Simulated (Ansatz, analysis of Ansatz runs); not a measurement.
**MgH2 (P4_2/mnm), V_H hop (2.7 Å): barriers by charge state**

One jump of H in MgH2 (P4_2/mnm) at several charges. The case: V_H hop (2.7 Å).

Method: migration barriers of one hop by charge state from climbing-image bands, PBEsol; no image-charge correction, which largely cancels along a path, in analysis of Ansatz runs 0.2.0.

## (1) Starting point

The cell holds 71 atoms: 24 Mg and 47 H. Cell: a = 8.954 Å, b = 8.954 Å, c = 9.023 Å, α = 90.0°, β = 90.0°, γ = 90.0°. It derives from MgH2 (space group P4_2/mnm). Nearest the centre at fractional (0.375, 0.723, 0.583): Mg25 at 1.37 Å, H32 at 1.37 Å, H34 at 2.22 Å, Mg67 at 2.41 Å, H27 at 2.53 Å, Mg30 at 2.53 Å, H33 at 2.53 Å, H65 at 2.67 Å.

As a file:

```xyz
71
Lattice="8.9544 0.0000 0.0000 0.0000 8.9544 0.0000 0.0000 0.0000 9.0232" Properties=species:S:1:pos:R:3 pbc="T T T"
Mg    2.2386    2.2386    1.5039
Mg    0.0000    0.0000    0.0000
H     3.1141    3.1141    0.0000
H     3.6017    0.8755    1.5039
H     1.3631    1.3631    0.0000
H     0.8755    3.6017    1.5039
Mg    2.2386    2.2386    4.5116
Mg    0.0000    0.0000    3.0077
H     3.1141    3.1141    3.0077
H     3.6017    0.8755    4.5116
H     1.3631    1.3631    3.0077
H     0.8755    3.6017    4.5116
Mg    2.2386    2.2386    7.5194
Mg    0.0000    0.0000    6.0155
H     3.1141    3.1141    6.0155
H     3.6017    0.8755    7.5194
H     1.3631    1.3631    6.0155
H     0.8755    3.6017    7.5194
Mg    2.2386    6.7158    1.5039
Mg    0.0000    4.4772    0.0000
H     3.1141    7.5913    0.0000
H     3.6017    5.3527    1.5039
H     1.3631    5.8403    0.0000
H     0.8755    8.0789    1.5039
Mg    2.2386    6.7158    4.5116
Mg    0.0000    4.4772    3.0077
H     3.1141    7.5913    3.0077
H     1.3631    5.8403    3.0077
H     0.8755    8.0789    4.5116
Mg    2.2386    6.7158    7.5194
Mg    0.0000    4.4772    6.0155
H     3.1141    7.5913    6.0155
H     3.6017    5.3527    7.5194
H     1.3631    5.8403    6.0155
H     0.8755    8.0789    7.5194
Mg    6.7158    2.2386    1.5039
Mg    4.4772    0.0000    0.0000
H     7.5913    3.1141    0.0000
H     8.0789    0.8755    1.5039
H     5.8403    1.3631    0.0000
H     5.3527    3.6017    1.5039
Mg    6.7158    2.2386    4.5116
Mg    4.4772    0.0000    3.0077
H     7.5913    3.1141    3.0077
H     8.0789    0.8755    4.5116
H     5.8403    1.3631    3.0077
H     5.3527    3.6017    4.5116
Mg    6.7158    2.2386    7.5194
Mg    4.4772    0.0000    6.0155
H     7.5913    3.1141    6.0155
H     8.0789    0.8755    7.5194
H     5.8403    1.3631    6.0155
H     5.3527    3.6017    7.5194
Mg    6.7158    6.7158    1.5039
Mg    4.4772    4.4772    0.0000
H     7.5913    7.5913    0.0000
H     8.0789    5.3527    1.5039
H     5.8403    5.8403    0.0000
H     5.3527    8.0789    1.5039
Mg    6.7158    6.7158    4.5116
Mg    4.4772    4.4772    3.0077
H     7.5913    7.5913    3.0077
H     8.0789    5.3527    4.5116
H     5.8403    5.8403    3.0077
H     5.3527    8.0789    4.5116
Mg    6.7158    6.7158    7.5194
Mg    4.4772    4.4772    6.0155
H     7.5913    7.5913    6.0155
H     8.0789    5.3527    7.5194
H     5.8403    5.8403    6.0155
H     5.3527    8.0789    7.5194
```

The cell's shortest repeat is 9.0 Å.

## (2) The bands

Climbing-image bands with Ansatz at one point at (¼, ¼, ¼), on 4 threads of Arm Neoverse V2, shared host:

| charge | moment (μB) | images | iterations | energies along the band (eV) | time |
| --- | --- | --- | --- | --- | --- |
| +1 | 0 | 5 | 6 | 0.00, 0.08, 0.28, 0.37, 0.30, 0.12, 0.01 | 2.5 min |
| 0 | 1 | 5 | 7 | 0.00, 0.10, 0.44, 0.71, 0.49, 0.13, 0.00 | 7.1 min |

## (3) Barriers and rates

Arrhenius rates with an assumed prefactor of 1e13 per second. Hop rate against temperature:

| temperature (K) | charge +1 (1/s) | charge +0, moment 1 (1/s) |
| --- | --- | --- |
| 200 | 4887 | 1.3e-5 |
| 300 | 6.2e6 | 12.1 |
| 400 | 2.2e8 | 11533 |
| 600 | 7.9e9 | 1.1e7 |
| 800 | 4.7e10 | 3.4e8 |
| 1000 | 1.4e11 | 2.7e9 |

## (4) Results

```
barrier at charge plus 1  : 0.37 eV
barrier at charge 0, 1 μB : 0.71 eV
```

In words: The barrier is lowest at charge +1 (0.37 eV) and highest at 0 (0.71 eV). No image-charge correction is applied. The order of the top as a saddle was not checked for all atoms, so a bent path could be lower. Keep in mind: one k-point off the zone centre stands for the whole zone; periodic copies of the defect are only 9.0 Å apart.

[Logs are printed without paths, hosts, clocks, repeated set-up lines and the standing remarks that a program may print on its own settings, such as how far it seeks lower states.]

[Hosts, paths, dates, database ids (printed as entryN), source tags and the programs' standing remarks are cut or masked in the printed files.]
